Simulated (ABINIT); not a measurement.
# CsPbI2Br (P4/mmm): G0W0 in ABINIT against the bands in the screening, part 2 of 2

Wanted: the cheapest bands in the screening that holds the gap of CsPbI2Br (P4/mmm).

ABINIT 10.8.3; PBE and many-body steps on it, plane waves. Known limits of the many-body steps: not at the basis limit; exchange with frozen shells missing; no spin-orbit coupling; coarse k mesh.

So far. Step 2 (Screening, 2×2×2 mesh, 30 bands, screening to 106.1 eV): Local fields lower ε∞ by 11 %. On a Γ-centred mesh this coarse the value itself is usually too large, while a short band sum pulls it down. Step 5 (39 bands): The gap on the mesh goes from 1.46 eV to 2.24 eV, a correction of +0.77 eV.

## (6) Screening, 2×2×2 mesh, 99 bands, screening to 106.1 eV

This step: RPA screening on PBE, plane waves, norm-conserving pseudopotentials.

The input, run.abi:

```
acell 3*1.0 Angstrom
rprim 
  6.375296000000 0.000000000000 0.000000000000
  0.000000000000 6.375296000000 0.000000000000
  0.000000000000 0.000000000000 5.962220000000
ntypat 4
znucl 55 82 53 35
natom 5
typat 1 2 3 3 4
xred 
  0.500000000000 0.500000000000 0.500000000000
  0.000000000000 0.000000000000 0.000000000000
  0.000000000000 0.500000000000 0.000000000000
  0.500000000000 0.000000000000 0.000000000000
  0.000000000000 0.000000000000 0.500000000000
pp_dirpath "pseudos"
pseudos "Cs.upf, Pb.upf, I.upf, Br.upf"
ecut 31
ngkpt 2 2 2
nshiftk 1
shiftk 0 0 0
kptopt 1
chksymbreak 0
istwfk *1
occopt 1
irdwfk 1
optdriver 3
nband 99
ecuteps 3.9
inclvkb 2
awtr 1
symchi 1
indata_prefix "in"
outdata_prefix "out"
tmpdata_prefix "tmp"
```

On the command line:

```sh
$ OMP_NUM_THREADS=1 mpirun -n 4 abinit run.abi > log
```

The log of the run:

```text
.Version 10.8.3 of ABINIT. v10.8.2 released Aug 2026.

 Symmetries : space group P4/m m m (#123); Bravais tP (primitive tetrag.)
[... echo of the input left out ...]
== DATASET  1 ==================================================================
-   mpi_nproc: 4, omp_nthreads: 1 (-1 if OMP is not activated)

--- !DatasetInfo
iteration_state: {dtset: 1, }
dimensions: {natom: 5, nkpt: 6, mband: 99, nsppol: 1, nspinor: 1, nspden: 1, mpw: 13544, }
cutoff_energies: {ecut:  31.0, pawecutdg:  -1.0, }
[...]
--------------------------------------------------------------------------------
[... chi0 elements left out ...]
 For q-point:  0.000010 0.000020 0.000030
  dielectric constant =   9.9118
  dielectric constant without local fields =  11.4510

  Average fulfillment of the sum rule on Im[epsilon] for q-point    1 :     59.27  [%]
[... wings left out ...]
  q-point number  2        q = ( 0.500000, 0.000000, 0.000000) [r.l.u.]
--------------------------------------------------------------------------------
[... chi0 elements left out ...]
  Average fulfillment of the sum rule on Im[epsilon] for q-point    2 :     70.40  [%]

 [... 4 further q-points ...]
```

The job ended after 57 s (4 MPI ranks of Intel Xeon 6975P-C (Granite Rapids), shared host; peak memory 2.3 GiB).

This step gave:

```
ε∞ with local fields, on this mesh, along the program's q direction : 9.912
the same without local fields                                       : 11.45
plasma frequency                                                    : 15.82 eV
plane waves in the screening matrix                                 : 603
```

## (7) 99 bands

This step: G0W0 on PBE, plane waves, norm-conserving pseudopotentials.

Edit run.abi of step 6 so:

```diff
@@ -26,8 +26,17 @@
 irdwfk 1
-optdriver 3
+optdriver 4
 nband 99
+gwcalctyp 0
+ecutsigx 31
+symsigma 1
+nkptgw 2
+kptgw 
+  0.5000000000 0.5000000000 0.5000000000
+  0.0000000000 0.0000000000 0.0000000000
+bdgw 
+  21 24
+  21 24
 ecuteps 3.9
-inclvkb 2
-awtr 1
-symchi 1
+irdscr 1
+ppmodel 1
 indata_prefix "in"
```

The log of the run:

```text
.Version 10.8.3 of ABINIT. v10.8.2 released Aug 2026.

 Symmetries : space group P4/m m m (#123); Bravais tP (primitive tetrag.)
[... echo of the input left out ...]
== DATASET  1 ==================================================================
-   mpi_nproc: 4, omp_nthreads: 1 (-1 if OMP is not activated)

--- !DatasetInfo
iteration_state: {dtset: 1, }
dimensions: {natom: 5, nkpt: 6, mband: 99, nsppol: 1, nspinor: 1, nspden: 1, mpw: 13544, }
cutoff_energies: {ecut:  31.0, pawecutdg:  -1.0, }
[...]
Band     E0 <VxcDFT>   SigX SigC(E0)      Z dSigC/dE  Sig(E)    E-E0       E
[...]
23   4.212  -5.717  -2.343  -2.914   0.832  -0.202  -5.335   0.382   4.594
       24   5.103  -5.996  -2.567  -2.838   0.830  -0.205  -5.506   0.491   5.594

== END DATASET(S) ==============================================================
================================================================================

 -outvars: echo values of variables after computation  --------
           etotal      0.0000000000E+00
            nband          99
             nkpt           6
          spgroup         123
 [... the other variables as echoed above ...]

 Calculation completed.
```

The job ended after 20 s (4 MPI ranks; peak memory 1.9 GiB).

This step gave:

```yaml
g0w0_gap_on_the_points_computed: 2.033 eV
starting_gap_on_the_mesh: 1.465 eV
k_of_the_valence_top: 0.5, 0.5, 0.5
k_of_the_conduction_bottom: 0.5, 0.5, 0.5
least_direct_g0w0_gap_on_the_computed_points: 2.033 eV
```

Against the run before, the gap moves by −0.206 eV.

## (8) Screening, 2×2×2 mesh, 201 bands, screening to 106.1 eV

This step: RPA screening on PBE, plane waves, norm-conserving pseudopotentials.

Edit run.abi of step 7 so:

```diff
@@ -26,17 +26,8 @@
 irdwfk 1
-optdriver 4
-nband 99
-gwcalctyp 0
-ecutsigx 31
-symsigma 1
-nkptgw 2
-kptgw 
-  0.5000000000 0.5000000000 0.5000000000
-  0.0000000000 0.0000000000 0.0000000000
-bdgw 
-  21 24
-  21 24
+optdriver 3
+nband 201
 ecuteps 3.9
-irdscr 1
-ppmodel 1
+inclvkb 2
+awtr 1
+symchi 1
 indata_prefix "in"
```

The log of the run:

```text
.Version 10.8.3 of ABINIT. v10.8.2 released Aug 2026.

 Symmetries : space group P4/m m m (#123); Bravais tP (primitive tetrag.)
[... echo of the input left out ...]
== DATASET  1 ==================================================================
-   mpi_nproc: 4, omp_nthreads: 1 (-1 if OMP is not activated)

--- !DatasetInfo
iteration_state: {dtset: 1, }
dimensions: {natom: 5, nkpt: 6, mband: 201, nsppol: 1, nspinor: 1, nspden: 1, mpw: 13544, }
cutoff_energies: {ecut:  31.0, pawecutdg:  -1.0, }
[...]
--------------------------------------------------------------------------------
[... chi0 elements left out ...]
 For q-point:  0.000010 0.000020 0.000030
  dielectric constant =   9.9633
  dielectric constant without local fields =  11.4743

  Average fulfillment of the sum rule on Im[epsilon] for q-point    1 :     82.77  [%]
[... wings left out ...]
  q-point number  2        q = ( 0.500000, 0.000000, 0.000000) [r.l.u.]
--------------------------------------------------------------------------------
[... chi0 elements left out ...]
  Average fulfillment of the sum rule on Im[epsilon] for q-point    2 :     91.20  [%]

 [... 4 further q-points ...]
```

Wall time 2 min (4 MPI ranks); peak memory 3.2 GiB; 8.2 min of CPU time.

Numbers from this step:

```
ε∞ with local fields, on this mesh, along the program's q direction : 9.963
the same without local fields                                       : 11.47
plasma frequency                                                    : 15.82 eV
plane waves in the screening matrix                                 : 603
```

## (9) 201 bands

This step: G0W0 on PBE, plane waves, norm-conserving pseudopotentials.

Edit run.abi of step 8 so:

```diff
@@ -26,8 +26,17 @@
 irdwfk 1
-optdriver 3
-nband 201
+optdriver 4
+nband 99
+gwcalctyp 0
+ecutsigx 31
+symsigma 1
+nkptgw 2
+kptgw 
+  0.5000000000 0.5000000000 0.5000000000
+  0.0000000000 0.0000000000 0.0000000000
+bdgw 
+  21 24
+  21 24
 ecuteps 3.9
-inclvkb 2
-awtr 1
-symchi 1
+irdscr 1
+ppmodel 1
 indata_prefix "in"
```

The log of the run:

```text
.Version 10.8.3 of ABINIT. v10.8.2 released Aug 2026.

 Symmetries : space group P4/m m m (#123); Bravais tP (primitive tetrag.)
[... echo of the input left out ...]
== DATASET  1 ==================================================================
-   mpi_nproc: 4, omp_nthreads: 1 (-1 if OMP is not activated)

--- !DatasetInfo
iteration_state: {dtset: 1, }
dimensions: {natom: 5, nkpt: 6, mband: 99, nsppol: 1, nspinor: 1, nspden: 1, mpw: 13544, }
cutoff_energies: {ecut:  31.0, pawecutdg:  -1.0, }
[...]
Band     E0 <VxcDFT>   SigX SigC(E0)      Z dSigC/dE  Sig(E)    E-E0       E
[...]
23   4.212  -5.717  -2.343  -2.959   0.831  -0.204  -5.372   0.344   4.557
       24   5.103  -5.996  -2.567  -2.893   0.829  -0.206  -5.551   0.445   5.548

== END DATASET(S) ==============================================================
================================================================================

 -outvars: echo values of variables after computation  --------
           etotal      0.0000000000E+00
            nband          99
             nkpt           6
          spgroup         123
 [... the other variables as echoed above ...]

 Calculation completed.
```

It took 19 s on 4 MPI ranks; peak memory 1.9 GiB; 74 s of CPU time.

This step gave:

* G0W0 gap on the points computed: 2.017 eV
* starting gap on the mesh: 1.465 eV
* k of the valence top: 0.5, 0.5, 0.5
* k of the conduction bottom: 0.5, 0.5, 0.5
* least direct G0W0 gap on the computed points: 2.017 eV

Against the run before, the gap moves by −0.016 eV.

## (10) The runs together

Times are wall times on 4 MPI ranks of Intel Xeon 6975P-C (Granite Rapids), shared host, good to a factor of about two. A run's time includes the screening step that it read.

```
      run   mesh  bands  screening cutoff (eV)  DFT gap (eV)  gap on the mesh (eV)  direct (eV)  ε∞ used     time
 30 bands  2×2×2     99                  106.1         1.465                 2.372        2.372     9.46     28 s
 39 bands  2×2×2     99                  106.1         1.465                 2.239        2.239     9.78     37 s
 99 bands  2×2×2     99                  106.1         1.465                 2.033        2.033     9.91     76 s
201 bands  2×2×2     99                  106.1         1.465                 2.017        2.017     9.96  2.4 min
```

## (11) Results

```
30 bands     : 2.372 eV
39 bands     : 2.239 eV
99 bands     : 2.033 eV
201 bands    : 2.017 eV
known limits : not at the basis limit; exchange with frozen shells missing; no spin-orbit coupling; coarse k mesh
```

In words: The setting moved: bands in the screening. From 30 bands to 201 bands the gap moves by −0.35 eV, for 5.0 times the time. The last step still moves it by −0.016 eV. Bands and screening cutoff are coupled, so a series along one setting does not show full convergence. Bands and cutoff are finite, so the gap is not at the basis limit. The miss can reach some tenths of an eV and take either sign; the mesh is an error of its own. In the G0W0 runs levels were corrected at 2 k points alone, so a gap called «on the mesh» is the least over those, and an edge elsewhere would be missed. The 2×2×2 mesh is coarse for this cell, which bears on the long-range parts of exchange and screening. Where an edge is built on 6p states of lead, bismuth or thallium, scalar-relativistic gaps usually stand too wide, by a few tenths to over one eV. The norm-conserving file of at least one element keeps a d shell over frozen s and p shells of the same row. Exchange with those shells is missing from the self-energy, an error of 0.3 to 0.9 eV in cases checked, whose sign depends on which edge lies on those atoms. The many-body steps are scalar-relativistic: spin-orbit coupling is not in them.

[Paths, hosts, dates, memory and timing lines, banners, echoed tables and standing remarks are left out of the program output.]

[Logs are printed without paths, hosts, clocks, repeated set-up lines and the standing remarks that a program may print on its own settings, such as how far it seeks lower states.]

[Runs of the session that timed out or met a known fault of the program may be left out.]

[Hosts, paths, dates, database ids (printed as entryN), source tags and the programs' standing remarks are cut or masked in the printed files.]

[G0W0 gaps are taken among the corrected bands and points alone; a level outside them can change the order at an edge.]

[Where Ansatz stands beside ABINIT at settings called matched, ABINIT's density can come from a denser mesh and the files from another edition; pairs whose starting gaps differed by over 0.03 eV were left out, so agreement reads better than it is.]
